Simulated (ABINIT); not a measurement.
# Cl (Cmce): G0W0 in ABINIT against the plane-wave cutoff

Wanted: the cheapest plane-wave cutoff that holds the gap of Cl (Cmce).

Method: PBE and many-body steps on it, plane waves, in ABINIT 10.8.3.

**1. Set-up**

It takes space group Cmce (No. 64, orthorhombic). Conventional cell: a = 6.290 Å, b = 4.500 Å, c = 8.210 Å, α = 90.00°, β = 90.00°, γ = 90.00°. Nearest to Cl lie 1 Cl at 2.02 Å.

The cell and positions come from the Crystallography Open Database and are kept as given unless a step says otherwise.

**2. Empty states on the mesh, 4×4×2 mesh, 368 bands**

This step: ABINIT 10.8.3; DFT, PBE, plane waves, norm-conserving pseudopotentials.

The sums over transitions need many empty states on a uniform mesh; this step solves for them.

run.abi

```
acell 3*1.0 Angstrom
rprim 
  3.145000000000 -2.250000000000 0.000000000000
  3.145000000000 2.250000000000 0.000000000000
  0.000000000000 0.000000000000 8.210000000000
ntypat 1
znucl 17
natom 4
typat 1 1 1 1
xred 
  0.870000000000 0.130000000000 0.100000000000
  0.630000000000 0.370000000000 0.600000000000
  0.130000000000 0.870000000000 0.900000000000
  0.370000000000 0.630000000000 0.400000000000
pp_dirpath "pseudos"
pseudos "Cl.upf"
ecut 25
ngkpt 4 4 2
nshiftk 1
shiftk 0 0 0
kptopt 1
chksymbreak 0
irdden 1
istwfk *1
nband 368
prtvol 0
optdriver 6
gwr_task "HDIAGO"
paral_kgb 0
occopt 1
indata_prefix "in"
outdata_prefix "out"
tmpdata_prefix "tmp"
```

Run with:

```console
$ OMP_NUM_THREADS=1 mpirun -n 8 abinit run.abi > log
```

Numbers of over 12 decimals in the logs are rounded to 6 here.

What it wrote:

```text
.Version 10.8.3 of ABINIT. v10.8.2 released Aug 2026.

 Symmetries : space group Cm c a (# 64); Bravais oC (1-face-center ortho.)
[... echo of the input left out ...]
== DATASET  1 ==================================================================
-   mpi_nproc: 8, omp_nthreads: 1 (-1 if OMP is not activated)

--- !DatasetInfo
iteration_state: {dtset: 1, }
dimensions: {natom: 4, nkpt: 14, mband: 368, nsppol: 1, nspinor: 1, nspden: 1, mpw: 4726, }
cutoff_energies: {ecut:  25.0, pawecutdg:  -1.0, }
[...]
Indirect band gap semiconductor
 Fundamental gap:     2.469 (eV)
   VBM:    -0.824 (eV) at k: [ 5.0000E-01,  5.0000E-01,  0.0000E+00]
   CBM:     1.645 (eV) at k: [ 0.0000E+00,  0.0000E+00,  0.0000E+00]
 Direct gap:         2.525 (eV) at k: [ 0.0000E+00,  0.0000E+00,  0.0000E+00]

== END DATASET(S) ==============================================================
================================================================================

 -outvars: echo values of variables after computation  --------
           etotal      0.0000000000E+00
            nband         368
             nkpt          14
          spgroup          64
 [... the other variables as echoed above ...]

 Calculation completed.
```

It took 1.9 min on 8 MPI ranks of Arm Neoverse V2, shared host; peak memory 9.9 GiB; 15 min of CPU time.

This step gave:

```
gap                                                           : 2.469 eV
k of the valence top                                          : 0.5, 0.5, 0
k of the conduction bottom                                    : 0, 0, 0
least direct gap                                              : 2.525 eV
k points computed                                             : 14
lowest point of the top converged band, above the valence top : 114.5408 eV
```

On this mesh the gap is 2.469 eV.

The density comes from a self-consistent run that is not shown.

**3. Empty states on the mesh, 4×4×2 mesh, 109 bands**

run.abi: that of step 2 with these lines changed.

```diff
@@ -16,3 +16,3 @@
 pseudos "Cl.upf"
-ecut 25
+ecut 15
 ngkpt 4 4 2
@@ -24,3 +24,3 @@
 istwfk *1
-nband 368
+nband 109
 prtvol 0
```

What it wrote:

```text
[banner, memory and clock lines left out]
.Version 10.8.3 of ABINIT. v10.8.2 released Aug 2026.

 Symmetries : space group Cm c a (# 64); Bravais oC (1-face-center ortho.)
[... echo of the input left out ...]
== DATASET  1 ==================================================================
-   mpi_nproc: 8, omp_nthreads: 1 (-1 if OMP is not activated)

--- !DatasetInfo
iteration_state: {dtset: 1, }
dimensions: {natom: 4, nkpt: 14, mband: 109, nsppol: 1, nspinor: 1, nspden: 1, mpw: 2192, }
cutoff_energies: {ecut:  15.0, pawecutdg:  -1.0, }
[...]
Integrated=    2.8000E+01

 === KS gaps after direct diagonalization ===
 Indirect band gap semiconductor
 Fundamental gap:     2.478 (eV)
   VBM:    -0.819 (eV) at k: [ 5.0000E-01,  5.0000E-01,  0.0000E+00]
   CBM:     1.659 (eV) at k: [ 0.0000E+00,  0.0000E+00,  0.0000E+00]
 Direct gap:         2.535 (eV) at k: [ 0.0000E+00,  0.0000E+00,  0.0000E+00]

== END DATASET(S) ==============================================================

 -outvars: echo values of variables after computation  --------
           etotal      0.0000000000E+00
            nband         109
             nkpt          14
          spgroup          64
 [... the other variables as echoed above ...]

 Calculation completed.
```

Wall time 15 s (8 MPI ranks); peak memory 2.5 GiB.

Numbers from this step:

| Property | Result |
| --- | --- |
| gap | 2.478 eV |
| k of the valence top | 0.5, 0.5, 0 |
| k of the conduction bottom | 0, 0, 0 |
| least direct gap | 2.535 eV |
| k points computed | 14 |
| lowest point of the top converged band, above the valence top | 44.03 eV |

On this mesh the gap is 2.478 eV.

**4. Empty states on the mesh, 4×4×2 mesh, 109 bands**

run.abi: that of step 3 with these lines changed.

```diff
@@ -16,3 +16,3 @@
 pseudos "Cl.upf"
-ecut 15
+ecut 20
 ngkpt 4 4 2
```

What it wrote:

```text
[banner, memory and clock lines left out]
.Version 10.8.3 of ABINIT. v10.8.2 released Aug 2026.

 Symmetries : space group Cm c a (# 64); Bravais oC (1-face-center ortho.)
[... echo of the input left out ...]
== DATASET  1 ==================================================================
-   mpi_nproc: 8, omp_nthreads: 1 (-1 if OMP is not activated)

--- !DatasetInfo
iteration_state: {dtset: 1, }
dimensions: {natom: 4, nkpt: 14, mband: 109, nsppol: 1, nspinor: 1, nspden: 1, mpw: 3388, }
cutoff_energies: {ecut:  20.0, pawecutdg:  -1.0, }
[...]
Integrated=    2.8000E+01

 === KS gaps after direct diagonalization ===
 Indirect band gap semiconductor
 Fundamental gap:     2.468 (eV)
   VBM:    -0.821 (eV) at k: [ 5.0000E-01,  5.0000E-01,  0.0000E+00]
   CBM:     1.647 (eV) at k: [ 0.0000E+00,  0.0000E+00,  0.0000E+00]
 Direct gap:         2.525 (eV) at k: [ 0.0000E+00,  0.0000E+00,  0.0000E+00]

== END DATASET(S) ==============================================================

 -outvars: echo values of variables after computation  --------
           etotal      0.0000000000E+00
            nband         109
             nkpt          14
          spgroup          64
 [... the other variables as echoed above ...]

 Calculation completed.
```

Elapsed: 51 s, on 8 MPI ranks; peak memory 5.2 GiB; 6.8 min of CPU time.

This step gave:

```
gap                                                           : 2.468 eV
k of the valence top                                          : 0.5, 0.5, 0
k of the conduction bottom                                    : 0, 0, 0
least direct gap                                              : 2.525 eV
k points computed                                             : 14
lowest point of the top converged band, above the valence top : 43.77 eV
```

On this mesh the gap is 2.468 eV.

**5. Empty states on the mesh, 4×4×2 mesh, 111 bands**

run.abi: that of step 4 with these lines changed.

```diff
@@ -16,3 +16,3 @@
 pseudos "Cl.upf"
-ecut 20
+ecut 31
 ngkpt 4 4 2
@@ -22,10 +22,10 @@
 chksymbreak 0
+iscf -2
 irdden 1
 istwfk *1
-nband 109
+nband 111
+nbdbuf 10
+tolwfr 1e-09
+nstep 60
 prtvol 0
-optdriver 6
-gwr_task "HDIAGO"
-paral_kgb 0
-occopt 1
 indata_prefix "in"
```

What it wrote:

```text
.Version 10.8.3 of ABINIT. v10.8.2 released Aug 2026.

 Symmetries : space group Cm c a (# 64); Bravais oC (1-face-center ortho.)
[... echo of the input left out ...]
== DATASET  1 ==================================================================
-   mpi_nproc: 8, omp_nthreads: 1 (-1 if OMP is not activated)

--- !DatasetInfo
iteration_state: {dtset: 1, }
dimensions: {natom: 4, nkpt: 14, mband: 111, nsppol: 1, nspinor: 1, nspden: 1, mpw: 6488, }
cutoff_energies: {ecut:  31.0, pawecutdg:  -1.0, }
[...]
1.48101    1.53865    1.54059    1.54431    1.55707    1.56308    1.56994    1.57106
   1.58908    1.59002    1.59899    1.59922    1.60041    1.60065    1.63675    1.63961
   1.64307    1.65244    1.67895    1.68374    1.70063    1.70796    1.72011
 prteigrs : prtvol=0 or 1, do not print more k-points.

== END DATASET(S) ==============================================================
================================================================================

 -outvars: echo values of variables after computation  --------
            nband         111
             nkpt          14
          spgroup          64
 [... the other variables as echoed above ...]

 Calculation completed.
```

Run time: 32 s. Hardware: 8 MPI ranks; peak memory 0.74 GiB.

This step gave:

| Item | Value |
| --- | --- |
| gap | 2.469 eV |
| k of the valence top | 0.5, 0.5, 0 |
| k of the conduction bottom | 0, 0, 0 |
| least direct gap | 2.525 eV |
| k points computed | 14 |
| lowest point of the top converged band, above the valence top | 43.75 eV |

On this mesh the gap is 2.469 eV.

**6. Screening, 4×4×2 mesh, 101 bands, screening to 130.6 eV**

The RPA dielectric matrix is built and inverted for each q.

This step: RPA screening on PBE, plane waves, norm-conserving pseudopotentials.

run.abi: that of step 5 with these lines changed.

```diff
@@ -16,3 +16,3 @@
 pseudos "Cl.upf"
-ecut 31
+ecut 15
 ngkpt 4 4 2
@@ -22,10 +22,11 @@
 chksymbreak 0
-iscf -2
-irdden 1
 istwfk *1
-nband 111
-nbdbuf 10
-tolwfr 1e-09
-nstep 60
-prtvol 0
+occopt 1
+irdwfk 1
+optdriver 3
+nband 101
+ecuteps 4.8
+inclvkb 2
+awtr 1
+symchi 1
 indata_prefix "in"
```

What it wrote:

```text
.Version 10.8.3 of ABINIT. v10.8.2 released Aug 2026.

 Symmetries : space group Cm c a (# 64); Bravais oC (1-face-center ortho.)
[... echo of the input left out ...]
== DATASET  1 ==================================================================
-   mpi_nproc: 8, omp_nthreads: 1 (-1 if OMP is not activated)

--- !DatasetInfo
iteration_state: {dtset: 1, }
dimensions: {natom: 4, nkpt: 14, mband: 101, nsppol: 1, nspinor: 1, nspden: 1, mpw: 2192, }
cutoff_energies: {ecut:  15.0, pawecutdg:  -1.0, }
electrons: {nelect:   2.80000000E+01, charge:   0.00000000E+00, occopt:   1.00000000E+00, tsmear:   1.00000000E-02, }

 SCREENING: Calculation of the susceptibility and dielectric matrices

 Based on a program developped by R.W. Godby, V. Olevano, G. Onida, and L. Reining.
 Incorporated in ABINIT by V. Olevano, G.-M. Rignanese, and M. Torrent.
.Using double precision arithmetic ; gwpc =  8

[... cell and pseudopotentials left out ...]
--------------------------------------------------------------------------------

 ==== K-mesh for the wavefunctions ====
 Number of points in the irreducible wedge :    14
[... list of points left out ...]
 Together with  8 symmetry operations and time-reversal symmetry
 yields    32 points in the full Brillouin Zone.

 ==== Q-mesh for the screening function ====
 Number of points in the irreducible wedge :    14
[... list of points left out ...]
 Together with  8 symmetry operations and time-reversal symmetry
 yields    32 points in the full Brillouin Zone.

 setmesh: FFT mesh size selected  =    24x   24x   48
          total number of points  =        27648

 vcoul_init : cutoff-mode = AUXILIARY_FUNCTION
 q-points for optical limit:   1
     1)      0.000010    0.000020    0.000030

- screening: taking advantage of time-reversal symmetry
- Maximum band index for partially occupied states nbvw = 14
- Remaining bands to be divided among processors   nbcw = 87
- Number of bands treated by each node ~10

 Number of electrons calculated from density =   28.0000; Expected =   28.0000
 average of density, n =  0.035710
 r_s =    1.8838
 omega_plasma =   18.2284 [eV]

 calculating chi0 at frequencies [eV] :
  1    0.000000E+00    0.000000E+00
  2    0.000000E+00    1.822838E+01

--------------------------------------------------------------------------------
  q-point number  1        q = ( 0.000000, 0.000000, 0.000000) [r.l.u.]
--------------------------------------------------------------------------------
[... chi0 elements left out ...]
 For q-point:  0.000010 0.000020 0.000030
  dielectric constant =   2.8036
  dielectric constant without local fields =   3.4534

  Average fulfillment of the sum rule on Im[epsilon] for q-point    1 :     66.32  [%]
[... wings left out ...]
  q-point number  2        q = ( 0.250000, 0.000000, 0.000000) [r.l.u.]
--------------------------------------------------------------------------------
[... chi0 elements left out ...]
  Average fulfillment of the sum rule on Im[epsilon] for q-point    2 :     71.48  [%]

 [... 12 further q-points ...]
```

The job ended after 35 s (8 MPI ranks; peak memory 1.8 GiB; 4.6 min of CPU time).

This step gave:

| Item | Value |
| --- | --- |
| ε∞ with local fields, on this mesh, along the program's q direction | 2.804 |
| the same without local fields | 3.453 |
| plasma frequency | 18.23 eV |
| plane waves in the screening matrix | 403 |

Local fields lower ε∞ by 19 %. On a Γ-centred mesh this coarse the value itself is usually too large, while a short band sum pulls it down.

**7. 15 Ha**

This step: G0W0 on PBE, plane waves, norm-conserving pseudopotentials.

run.abi: that of step 6 with these lines changed.

```diff
@@ -25,8 +25,17 @@
 irdwfk 1
-optdriver 3
+optdriver 4
 nband 101
+gwcalctyp 0
+ecutsigx 15
+symsigma 1
+nkptgw 2
+kptgw 
+  0.5000000000 0.5000000000 0.0000000000
+  0.0000000000 0.0000000000 0.0000000000
+bdgw 
+  13 16
+  13 16
 ecuteps 4.8
-inclvkb 2
-awtr 1
-symchi 1
+irdscr 1
+ppmodel 1
 indata_prefix "in"
```

What it wrote:

```text
.Version 10.8.3 of ABINIT. v10.8.2 released Aug 2026.

 Symmetries : space group Cm c a (# 64); Bravais oC (1-face-center ortho.)
[... echo of the input left out ...]
== DATASET  1 ==================================================================
-   mpi_nproc: 8, omp_nthreads: 1 (-1 if OMP is not activated)

--- !DatasetInfo
iteration_state: {dtset: 1, }
dimensions: {natom: 4, nkpt: 14, mband: 101, nsppol: 1, nspinor: 1, nspden: 1, mpw: 2192, }
cutoff_energies: {ecut:  15.0, pawecutdg:  -1.0, }
electrons: {nelect:   2.80000000E+01, charge:   0.00000000E+00, occopt:   1.00000000E+00, tsmear:   1.00000000E-02, }

 SIGMA: Calculation of the GW corrections

 Based on a program developped by R.W. Godby, V. Olevano, G. Onida, and L. Reining.
 Incorporated in ABINIT by V. Olevano, G.-M. Rignanese, and M. Torrent.
.Using double precision arithmetic ; gwpc =  8

[... cell and pseudopotentials left out ...]
--------------------------------------------------------------------------------

 ==== K-mesh for the wavefunctions ====
 Number of points in the irreducible wedge :    14
[... list of points left out ...]
 Together with  8 symmetry operations and time-reversal symmetry
 yields    32 points in the full Brillouin Zone.

 ==== Q-mesh for screening function ====
 Number of points in the irreducible wedge :    14
[... list of points left out ...]
 Together with  8 symmetry operations and time-reversal symmetry
 yields    32 points in the full Brillouin Zone.

 vcoul_init : cutoff-mode = AUXILIARY_FUNCTION
 q-points for optical limit:   1
     1)      0.000010    0.000020    0.000030
 setmesh: FFT mesh size selected  =    30x   30x   60
          total number of points  =        54000

 Number of electrons calculated from density =   28.0000; Expected =   28.0000
 average of density, n =  0.035710
 r_s =    1.8838
 omega_plasma =   18.2284 [eV]

 === KS Band Gaps ===
  >>>> For spin  1
   Minimum direct gap =   2.5348 [eV], located at k-point      :   0.0000  0.0000  0.0000
   Fundamental gap    =   2.4780 [eV], Top of valence bands at :   0.5000  0.5000  0.0000
                                       Bottom of conduction at :   0.0000  0.0000  0.0000
 SIGMA fundamental parameters:
 PLASMON POLE MODEL  1
 number of plane-waves for SigmaX                 2191
 number of plane-waves for SigmaC and W            403
 number of plane-waves for wavefunctions          2191
 number of bands                                   101
 number of independent spin polarizations            1
 number of spinorial components                      1
 number of k-points in IBZ                          14
 number of q-points in IBZ                          14
 number of symmetry operations                       8
 number of k-points in BZ                           32
 number of q-points in BZ                           32
 number of frequencies for dSigma/dE                 9
 frequency step for dSigma/dE [eV]                0.25
 number of omega for Sigma on real axis              0
 max omega for Sigma on real axis  [eV]           0.00
 zcut for avoiding poles [eV]                     0.10

 EPSILON^-1 parameters (SCR file):
 dimension of the eps^-1 matrix on file            403
 dimension of the eps^-1 matrix used               403
 number of plane-waves for wavefunctions          2191
 number of bands                                   101
 number of q-points in IBZ                          14
 number of frequencies                               2
 number of real frequencies                          1
 number of imag frequencies                          1

 matrix elements of self-energy operator (all in [eV])

 Perturbative Calculation

--- !SelfEnergy_ee
iteration_state: {dtset: 1, }
kpoint     : [   0.500,    0.500,    0.000, ]
spin       : 1
KS_gap     :    2.554
QP_gap     :    5.817
Delta_QP_KS:    3.263
data: !SigmaeeData |
     Band     E0 <VxcDFT>   SigX SigC(E0)      Z dSigC/dE  Sig(E)    E-E0       E
       13  -1.182 -14.308 -18.731   2.699   0.790  -0.266 -15.669  -1.361  -2.543
       14  -0.819 -14.660 -19.111   2.674   0.793  -0.261 -16.069  -1.409  -2.228
       15   1.735 -14.091  -8.988  -2.768   0.794  -0.259 -12.237   1.854   3.589
       16   1.924 -14.225  -9.053  -2.777   0.792  -0.263 -12.329   1.897   3.821

--- !SelfEnergy_ee
iteration_state: {dtset: 1, }
kpoint     : [   0.000,    0.000,    0.000, ]
spin       : 1
KS_gap     :    2.535
QP_gap     :    5.729
Delta_QP_KS:    3.194
data: !SigmaeeData |
     Band     E0 <VxcDFT>   SigX SigC(E0)      Z dSigC/dE  Sig(E)    E-E0       E
       13  -0.967 -14.499 -19.012   2.702   0.792  -0.262 -15.934  -1.435  -2.402
       14  -0.876 -14.695 -19.173   2.706   0.792  -0.263 -16.099  -1.404  -2.280
       15   1.659 -13.964  -8.968  -2.745   0.796  -0.256 -12.173   1.791   3.449
       16   2.216 -14.610  -9.212  -2.901   0.788  -0.269 -12.641   1.969   4.185

== END DATASET(S) ==============================================================
================================================================================

 -outvars: echo values of variables after computation  --------
           etotal      0.0000000000E+00
            nband         101
             nkpt          14
          spgroup          64
 [... the other variables as echoed above ...]

 Calculation completed.
```

Run time: 11 s. Hardware: 8 MPI ranks; peak memory 2.3 GiB.

This step gave:

```
G0W0 gap on the points computed              : 5.677 eV
starting gap on the mesh                     : 2.478 eV
k of the valence top                         : 0.5, 0.5, 0
k of the conduction bottom                   : 0, 0, 0
Z at the valence top                         : 0.793
Z at the conduction bottom                   : 0.796
least direct G0W0 gap on the computed points : 5.729 eV
```

(Part 1 of 2 ends here.)

[Paths, hosts, dates, memory and timing lines, banners, echoed tables and standing remarks are left out of the program output.]

[Logs are printed without paths, hosts, clocks, repeated set-up lines and the standing remarks that a program may print on its own settings, such as how far it seeks lower states.]

[Runs of the session that timed out or met a known fault of the program may be left out.]

[Hosts, paths, dates, database ids (printed as entryN), source tags and the programs' standing remarks are cut or masked in the printed files.]

[G0W0 gaps are taken among the corrected bands and points alone; a level outside them can change the order at an edge.]

[Where Ansatz stands beside ABINIT at settings called matched, ABINIT's density can come from a denser mesh and the files from another edition; pairs whose starting gaps differed by over 0.03 eV were left out, so agreement reads better than it is.]
